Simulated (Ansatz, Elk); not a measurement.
## How far do independent atoms describe MgBe3S4?

Structure refinements treat a crystal as free atoms side by side. For a made-up structure of MgBe3S4 (cell and positions from a PBE relaxation) the runs below show what the calculated density changes in F(hkl).

Method: DFT, PBE, all-electron APW+lo, Dirac cores, scalar-relativistic bands, static density, no spin, in Elk 11.2.3 (patched build).

The structure was built from a prototype and need not be the compound's stable phase.

**1. The structure**

Symmetry: Pm, No. 6, monoclinic system. The conventional cell has a = 5.887 Å, b = 3.560 Å, c = 6.298 Å, α = 90.00°, β = 90.04°, γ = 90.00°. Nearest to S lie 3 Be at 2.14 Å and 1 Mg at 2.39 Å. Nearest to S lie 2 Be at 2.06 to 2.08 Å and 2 Mg at 2.36 Å. S has 4 Be at 2.18 to 2.21 Å nearest. S has 3 Be at 2.17 to 2.19 Å and 1 Mg at 2.41 Å nearest. Mg has 4 S at 2.36 to 2.41 Å nearest. Be has 4 S at 2.14 to 2.19 Å nearest. Farther neighbours and most contacts between anions are not listed.

**2. Ground state and structure factors**

An all-electron density is needed, since X-rays see the cores too. Task 0 finds the density and task 195 Fourier-transforms it; tshift is off so that phases refer to the origin typed.

The input, elk.in:

```
tasks
  0
  195

xctype
  20

spinpol
  .false.

rgkmax
  7.0

gmaxvr
  14.0

lmaxo
  7

lmaxapw
  8

swidth
  0.002

tshift
  .false.

ramdisk
  .false.

hmaxvr
  5.5

maxscl
  120

epspot
  1e-06

sppath
  './'

avec
  11.12376562890 -0.00000000000 0.07023514227
  -0.00000000000 6.72740861214 0.00000000000
  -0.06662959822 0.00000000000 11.90121417632

atoms
  3
  'S.in'
  4
  0.6365208675 0.0000000000 0.3043194180   0.000000 0.000000 0.000000
  0.6432308856 0.5000000000 0.8647748888   0.000000 0.000000 0.000000
  0.1336279875 0.5000000000 0.1637446793   0.000000 0.000000 0.000000
  0.0871091656 0.0000000000 0.6600008373   0.000000 0.000000 0.000000
  'Mg.in'
  1
  0.4969896038 0.0000000000 0.6605186735   0.000000 0.000000 0.000000
  'Be.in'
  3
  -0.0005674552 0.0000000000 0.3216424341   0.000000 0.000000 0.000000
  0.9957212196 0.5000000000 0.8378132083   0.000000 0.000000 0.000000
  0.5034677256 0.5000000000 0.1642858607   0.000000 0.000000 0.000000

ngridk
  4 6 4
```

Run with:

```sh
OMP_NUM_THREADS=4 elk
```

Numbers of over 12 decimals in the logs are rounded to 6 here.

Output:

```text
┌─────────────────────────┐
│ Elk code version 11.2.3 │
└─────────────────────────┘

All units are atomic (Hartree, Bohr, etc.)

┌─────────────────────────────────────────────────┐
│ Ground-state run starting from atomic densities │
└─────────────────────────────────────────────────┘

Lattice vectors :
   11.12376563      -0.000000000      0.7023514227E-01
  -0.000000000       6.727408612       0.000000000
 -0.6662959822E-01   0.000000000       11.90121418

Reciprocal lattice vectors :
  0.5648234078       0.000000000      0.3162194728E-02
   0.000000000      0.9339681398       0.000000000
 -0.3333311359E-02  -0.000000000      0.5279262365

Unit cell volume      :    890.6483330
Brillouin zone volume :   0.2785052240

Muffin-tin inner radius fraction :   0.1000000000E-01

Nuclei treated as point charges

Species : 1 (S)
 parameters loaded from : S.in
 name : sulphur
 nuclear charge    :   -16.00000000
 electronic charge :    16.00000000
 atomic mass :    58450.91931
 muffin-tin radius :    2.110833935
 number of radial points in muffin-tin :    793
 inner part over the whole radius :   0.9823755764E-02
 number on inner part of muffin-tin    :    553
 approximate nuclear radius :   0.6195814986E-04
 number of mesh points to nuclear radius :    251
 atomic positions (lattice), magnetic fields (Cartesian) :
  1 :   0.63652087  0.00000000  0.30431942    0.00000000  0.00000000  0.00000000
  2 :   0.64323089  0.50000000  0.86477489    0.00000000  0.00000000  0.00000000
  3 :   0.13362799  0.50000000  0.16374468    0.00000000  0.00000000  0.00000000
  4 :   0.08710917  0.00000000  0.66000084    0.00000000  0.00000000  0.00000000

Species : 2 (Mg)
 parameters loaded from : Mg.in
 name : magnesium
 nuclear charge    :   -12.00000000
 electronic charge :    12.00000000
 atomic mass :    44305.30466
 muffin-tin radius :    2.200000000
 number of radial points in muffin-tin :    793
 inner part over the whole radius :   0.9941530515E-02
 number on inner part of muffin-tin    :    552
 approximate nuclear radius :   0.5710277704E-04
 number of mesh points to nuclear radius :    241
 atomic positions (lattice), magnetic fields (Cartesian) :
  1 :   0.49698960  0.00000000  0.66051867    0.00000000  0.00000000  0.00000000

Species : 3 (Be)
 parameters loaded from : Be.in
 name : beryllium
 nuclear charge    :   -4.000000000
 electronic charge :    4.000000000
 atomic mass :    16428.20280
 muffin-tin radius :    1.727045947
 number of radial points in muffin-tin :    593
 inner part over the whole radius :   0.9957781725E-02
 number on inner part of muffin-tin    :    403
 approximate nuclear radius :   0.4290726161E-04
 number of mesh points to nuclear radius :    156
 atomic positions (lattice), magnetic fields (Cartesian) :
  1 :   0.99943254  0.00000000  0.32164243    0.00000000  0.00000000  0.00000000
  2 :   0.99572122  0.50000000  0.83781321    0.00000000  0.00000000  0.00000000
  3 :   0.50346773  0.50000000  0.16428586    0.00000000  0.00000000  0.00000000

Total number of atoms per unit cell :    8
Total muffin-tin volume :    266.9181351
 ratio of muffin-tin to unit cell volume :   0.2996897038

Spin treatment :
 spin-unpolarised

Number of Bravais lattice symmetries :    4
Number of crystal symmetries         :    2
Crystal has no inversion symmetry
Complex Hermitian eigensolver will be used

k-point grid :      4     6     4
k-point offset :    0.000000000       0.000000000       0.000000000
k-point set is reduced with full crystal symmetry group
Total number of k-points :       64

Muffin-tin radius times maximum |G+k| :    7.000000000
 using average radius
Maximum |G+k| for APW functions       :    3.538822300
Maximum (1/2)|G+k|²                   :    6.261631636
Maximum |G| for potential and density :    14.00000000
Constant for pseudocharge density :    8
 order of it for each species :   15  15  15
 order of it for pair densities of each species (exact exchange by exxq0 0: 16) :   11  12   6
Radial integration step length :    1

[...]
correlation                 :     -3.341712
 electron entropic           :    -0.44588367135721E-11
 total energy                :     -1847.4293132764

Density of states at Fermi energy :   0.4989560725E-07
 (states/Hartree/unit cell)

Estimated indirect band gap :   0.1547100481
 from k-point 1 to k-point 47
Estimated direct band gap   :   0.1588238489
 at k-point 1

Charges :
 core                        :    48.00000000
 valence                     :    40.00000000
 interstitial                :    11.59001968
 muffin-tins (core leakage)
  species : 1 (S)
[...]
species : 2 (Mg)
[...]
species : 3 (Be)
[...]
total in muffin-tins        :    76.40998032
 total calculated charge     :    87.99440890
 total charge                :    88.00000000
 error                       :   0.5591098279E-02

RMS change in Kohn-Sham potential (target) :    5.730326260     (  0.1000000000E-05)
Absolute change in total energy (target)   :    4.401875187     (  0.1000000000E-03)

[... loops 3 to 14 left out ...]

┌──────────────────┐
│ Loop number : 15 │
└──────────────────┘

Energies :
 Fermi                       :     0.172913
 sum of occupied eigenvalues :     -1019.1232507264
 electron kinetic            :      1848.5256337845
 core electron kinetic       :      1725.6237621121
 Coulomb                     :     -3562.4184359305
 Coulomb potential           :     -2702.5064396188
 nuclear-nuclear             :     -319.39202756651
 electron-nuclear            :     -3789.2041501907
 Hartree                     :      546.17774182678
 Madelung                    :     -2211.1652161211
 xc potential                :     -165.14244489220
 exchange                    :     -124.50809648227
 correlation                 :     -3.346191
 electron entropic           :    -0.44542220201200E-11
 total energy                :     -1841.7470896124

Density of states at Fermi energy :   0.4989026019E-07
 (states/Hartree/unit cell)

Estimated indirect band gap :   0.1377528288
 from k-point 1 to k-point 47
Estimated direct band gap   :   0.1454820644
 at k-point 1

Charges :
 core                        :    48.00000000
 valence                     :    40.00000000
 interstitial                :    11.89244729
 muffin-tins (core leakage)
  species : 1 (S)
[...]
species : 2 (Mg)
[...]
species : 3 (Be)
[...]
total in muffin-tins        :    76.10755271
 total calculated charge     :    87.99450292
 total charge                :    88.00000000
 error                       :   0.5497079631E-02

RMS change in Kohn-Sham potential (target) :   0.5602500760E-06 (  0.1000000000E-05)
Absolute change in total energy (target)   :   0.4206819835E-04 (  0.1000000000E-03)

Convergence targets achieved

┌──────────────────┐
│ Loop number : 16 │
└──────────────────┘

Energies :
 Fermi                       :     0.172913
 sum of occupied eigenvalues :     -1019.1232474180
 electron kinetic            :      1848.5256348222
 core electron kinetic       :      1725.6237632492
 Coulomb                     :     -3562.4184341019
 Coulomb potential           :     -2702.5064390465
 nuclear-nuclear             :     -319.39202756651
 electron-nuclear            :     -3789.2041469613
 Hartree                     :      546.17774042585
 Madelung                    :     -2211.1652145787
 xc potential                :     -165.14244319360
 exchange                    :     -124.50809628878
 correlation                 :     -3.346191
 electron entropic           :    -0.44542223760149E-11
 total energy                :     -1841.7470865631

Density of states at Fermi energy :   0.4989026044E-07
 (states/Hartree/unit cell)

Estimated indirect band gap :   0.1377528050
 from k-point 1 to k-point 47
Estimated direct band gap   :   0.1454820444
 at k-point 1

Charges :
 core                        :    48.00000000
 valence                     :    40.00000000
 interstitial                :    11.89244744
 muffin-tins (core leakage)
  species : 1 (S)
[...]
species : 2 (Mg)
[...]
species : 3 (Be)
   atom 1                    :    2.633944112     (  0.1624554558E-02)
   atom 2                    :    2.653539215     (  0.1632907637E-02)
   atom 3                    :    2.689777493     (  0.1649048410E-02)
 total in muffin-tins        :    76.10755256
 total calculated charge     :    87.99450292
 total charge                :    88.00000000
 error                       :   0.5497079723E-02

┌──────────────────────────────┐
│ Self-consistent loop stopped │
└──────────────────────────────┘

Warning : core states of species 1 leak from the muffin-tin :   0.1303677541E-03

Warning : core states of species 3 leak from the muffin-tin :   0.1649048410E-02

Wrote STATE.OUT
```

The job ended after 75 s (4 threads of AMD EPYC 9B45 (Zen 5), shared host; peak memory 0.25 GiB; 4.6 min of CPU time).

SFACRHO.OUT:

```text

h k l indices transformed by vhmat matrix:
   1.000000000       0.000000000       0.000000000    
   0.000000000       1.000000000       0.000000000    
   0.000000000       0.000000000       1.000000000    

      h      k      l  multipl.   |H|            Re(F)            Im(F)           |F|

      0      0      0      1   0.0000000       87.999998      0.64639108E-15   87.999998    
      0      0      1      1  0.52793676      0.81573452      -3.1645804       3.2680257    
      0      0     -1      1  0.52793676      0.81573452       3.1645804       3.2680257    
     -1      0      0      1  0.56483226      -3.8971317       4.1087186       5.6629678    
      1      0      0      1  0.56483226      -3.8971317      -4.1087186       5.6629678    
      1      0      1      1  0.77286871     -0.99856606     -0.34488579       1.0564471    
     -1      0     -1      1  0.77286871     -0.99856606      0.34488579       1.0564471    
      1      0     -1      1  0.77342056      0.77862481      -4.4754141       4.5426411    
     -1      0      1      1  0.77342056      0.77862481       4.4754141       4.5426411    
      0      1      0      2  0.93396814       7.0521362      0.30904573E-14   7.0521362    
      0      0      2      1   1.0558735      -30.502708       8.4860313       31.661142    
      0      0     -2      1   1.0558735      -30.502708      -8.4860313       31.661142    
      0     -1     -1      2   1.0728531      -34.160513       5.7567952       34.642190    
      0     -1      1      2   1.0728531      -34.160513      -5.7567952       34.642190    
      1      1      0      2   1.0914815      -4.9326100      -2.1229364       5.3700559    
     -1     -1      0      2   1.0914815      -4.9326100       2.1229364       5.3700559    
     -2      0      0      1   1.1296645       16.104875      -46.556910       49.263707    
      2      0      0      1   1.1296645       16.104875       46.556910       49.263707
```

Elk indexes on the primitive cell of elk.in and gives |H| = 4π sin θ/λ in inverse bohr. Below, one row stands for each form hkl of the conventional cell (m members, Friedel mates merged), F is for one primitive cell and the density is static (no thermal factor). Free-atom factors are Waasmaier and Kirfel's, and R is Σm||F|−|F'||/Σm|F|.

```csv
hkl,m,sin θ/λ (Å⁻¹),"abs F, DFT",neutral atoms,diff.,abs of complex diff.
001,2,0.079,3.268,3.271,-0.003,0.110
100,2,0.085,5.663,5.598,+0.065,0.126
1 0 -1,2,0.116,1.056,0.836,+0.221,0.259
101,2,0.116,4.543,4.611,-0.068,0.112
010,2,0.140,7.052,7.105,-0.053,0.053
002,2,0.159,31.661,31.049,+0.612,0.674
011,4,0.161,34.642,33.966,+0.677,0.715
110,4,0.164,5.370,5.494,-0.124,0.139
200,2,0.170,49.264,48.283,+0.981,0.982
1 0 -2,2,0.180,31.232,30.638,+0.595,0.602
102,2,0.180,32.661,32.164,+0.497,0.497
1 1 -1,4,0.182,32.779,32.321,+0.458,0.461
111,4,0.182,30.713,30.203,+0.511,0.521
2 0 -1,2,0.188,13.574,13.652,-0.078,0.114
201,2,0.188,15.396,15.425,-0.029,0.049
012,4,0.212,14.085,14.121,-0.036,0.043
210,4,0.220,13.360,13.446,-0.087,0.089
1 1 -2,4,0.228,11.141,11.223,-0.082,0.165
```

**3. The highest occupied states alone**

An energy window below the Fermi level keeps the highest occupied states, to see at which angles they scatter; shallow core shells can lie inside it and anion s states outside. No new self-consistency is needed.

elk.in: that of step 2 with these lines changed.

```diff
@@ -1,3 +1,2 @@
 tasks
-  0
   195
@@ -40,2 +39,5 @@
 
+wsfac
+  -0.378330 0.472910
+
 sppath
```

Run with:

```sh
OMP_NUM_THREADS=4 elk
```

Output:

```text
┌─────────────────────────────────┐
│ Elk code version 11.2.3 started │
└─────────────────────────────────┘

Info(readinput): the functional depends on the density's gradient
 muffin-tin radial points multiplied by    2.00000
 (not where nrmtscf is given)

┌────────────────────┐
│ Current task : 195 │
└────────────────────┘
Info(checkmt): changed muffin-tin radius of species 1 (S) from   2.2000 to   2.1108
Info(checkmt): changed muffin-tin radius of species 3 (Be) from   1.8000 to   1.7270

Info(sfacrho): density structure factors written to SFACRHO.OUT

 Energy window :  -0.3783300000      0.4729100000

┌──────────────────┐
│ Elk code stopped │
└──────────────────┘
```

The job ended after 6.7 s (4 threads; peak memory 0.17 GiB).

States within 15 eV below the Fermi level hold 32.00 electrons; any levels below the window count with the cores. Their amplitudes can exceed the total, where window and core parts have opposite phase:

```csv
hkl,sin θ/λ (Å⁻¹),"abs F, window","abs F, all"
001,0.079,2.227,3.268
100,0.085,2.058,5.663
1 0 -1,0.116,2.778,1.056
101,0.116,1.317,4.543
010,0.140,0.343,7.052
002,0.159,6.283,31.661
011,0.161,6.804,34.642
110,0.164,0.921,5.370
200,0.170,10.208,49.264
1 0 -2,0.180,7.628,31.232
```

**4. Another functional**

The difference from free atoms is small, so it is set against the change that LDA (Perdew-Wang) makes.

elk.in: that of step 3 with these lines changed.

```diff
@@ -1,2 +1,3 @@
 tasks
+  0
   195
@@ -4,3 +5,3 @@
 xctype
-  20
+  3
 
@@ -39,5 +40,2 @@
 
-wsfac
-  -0.378330 0.472910
-
 sppath
```

Run with:

```sh
OMP_NUM_THREADS=4 elk
```

Output:

```text
┌─────────────────────────┐
│ Elk code version 11.2.3 │
└─────────────────────────┘

All units are atomic (Hartree, Bohr, etc.)

┌─────────────────────────────────────────────────┐
│ Ground-state run starting from atomic densities │
└─────────────────────────────────────────────────┘

Lattice vectors :
   11.12376563      -0.000000000      0.7023514227E-01
  -0.000000000       6.727408612       0.000000000
 -0.6662959822E-01   0.000000000       11.90121418

Reciprocal lattice vectors :
[...]
species : 3 (Be)
[...]
atom 2                    :    2.660516318     (  0.1776396247E-02)
   atom 3                    :    2.696987126     (  0.1794435671E-02)
 total in muffin-tins        :    76.06099694
 total calculated charge     :    87.99410050
 total charge                :    88.00000000
 error                       :   0.5899496434E-02

┌──────────────────────────────┐
│ Self-consistent loop stopped │
└──────────────────────────────┘

Warning : core states of species 1 leak from the muffin-tin :   0.1248830873E-03

Warning : core states of species 3 leak from the muffin-tin :   0.1794435671E-02

Wrote STATE.OUT
[key lines of the parts left out:]
total energy                :     -1835.6769922062
```

It took 62 s on 4 threads; peak memory 0.23 GiB; 3.9 min of CPU time.

Against the first run R = 0.09 %; the largest change is -0.064 at 200.

**5. A coarser k-mesh**

About half the k-points along each axis test the sampling.

elk.in: that of step 4 with these lines changed.

```diff
@@ -5,3 +5,3 @@
 xctype
-  3
+  20
 
@@ -66,2 +66,2 @@
 ngridk
-  4 6 4
+  2 3 2
```

Run with:

```sh
OMP_NUM_THREADS=4 elk
```

Output:

```text
┌─────────────────────────┐
│ Elk code version 11.2.3 │
└─────────────────────────┘

All units are atomic (Hartree, Bohr, etc.)

┌─────────────────────────────────────────────────┐
│ Ground-state run starting from atomic densities │
└─────────────────────────────────────────────────┘

Lattice vectors :
   11.12376563      -0.000000000      0.7023514227E-01
  -0.000000000       6.727408612       0.000000000
 -0.6662959822E-01   0.000000000       11.90121418

Reciprocal lattice vectors :
[...]
species : 3 (Be)
[...]
atom 2                    :    2.653024474     (  0.1632345230E-02)
   atom 3                    :    2.689389785     (  0.1648558181E-02)
 total in muffin-tins        :    76.11988704
 total calculated charge     :    87.99450902
 total charge                :    88.00000000
 error                       :   0.5490983221E-02

┌──────────────────────────────┐
│ Self-consistent loop stopped │
└──────────────────────────────┘

Warning : core states of species 1 leak from the muffin-tin :   0.1304464160E-03

Warning : core states of species 3 leak from the muffin-tin :   0.1648558181E-02

Wrote STATE.OUT
[key lines of the parts left out:]
total energy                :     -1841.7420614235
```

Elapsed: 18 s, on 4 threads; peak memory 0.23 GiB; 46 s of CPU time.

Against the first run R = 0.02 %; the largest change is -0.049 at 020.

**6. Settings against the effect**

```csv
run,R against the first run (%),"R against neutral atoms, low angle (%)",wall time
"PBE, rgkmax 7",0.00,1.08,75 s
LDA (Perdew-Wang),0.09,1.03,62 s
k-mesh 2×3×2,0.02,1.09,18 s
```

**7. Summary of results**

| Item | Value |
| --- | --- |
| R against neutral atoms, sin θ/λ < 0.3 Å⁻¹ | 1.08 % |
| R against neutral atoms, 0.3 to 0.48 Å⁻¹ | 0.51 % |

In words: Independent neutral atoms miss the calculated amplitudes by R = 1.08 % below 0.3 Å⁻¹ and 0.51 % from there to 0.48 Å⁻¹; by shells, 1.90 % below 0.15 Å⁻¹ (5 forms), 1.06 % 0.15 to 0.3 (35 forms), 0.60 % 0.3 to 0.45 (85 forms), 0.18 % above 0.45 (24 forms). Bonding, aspherical density and the tables' own atoms all enter these figures, and the runs don't part them. The largest change of an amplitude is +0.98 electrons, at 200. R counts amplitudes alone; phases shift too. Weak lines can change much in proportion: 1 0 -1 goes from 0.84 to 1.06. The window's part falls from 32.0 electrons at the origin to at most 0.40 between 0.45 and 0.48 Å⁻¹. Below 0.3 Å⁻¹ the changes that finished (LDA (Perdew-Wang) and k-mesh 2×3×2) move F by R = 0.08 % at most, against the 1.08 % that separates it from free atoms. The basis has no finished test. Part of the difference isn't bonding: the tables are fits to free atoms and ions calculated by other methods than this functional. Thermal motion, anomalous dispersion and extinction are left out.

[Logs are printed without paths, hosts, clocks, repeated set-up lines and the standing remarks that a program may print on its own settings, such as how far it seeks lower states.]

[Hosts, paths, dates, database ids (printed as entryN), source tags and the programs' standing remarks are cut or masked in the printed files.]
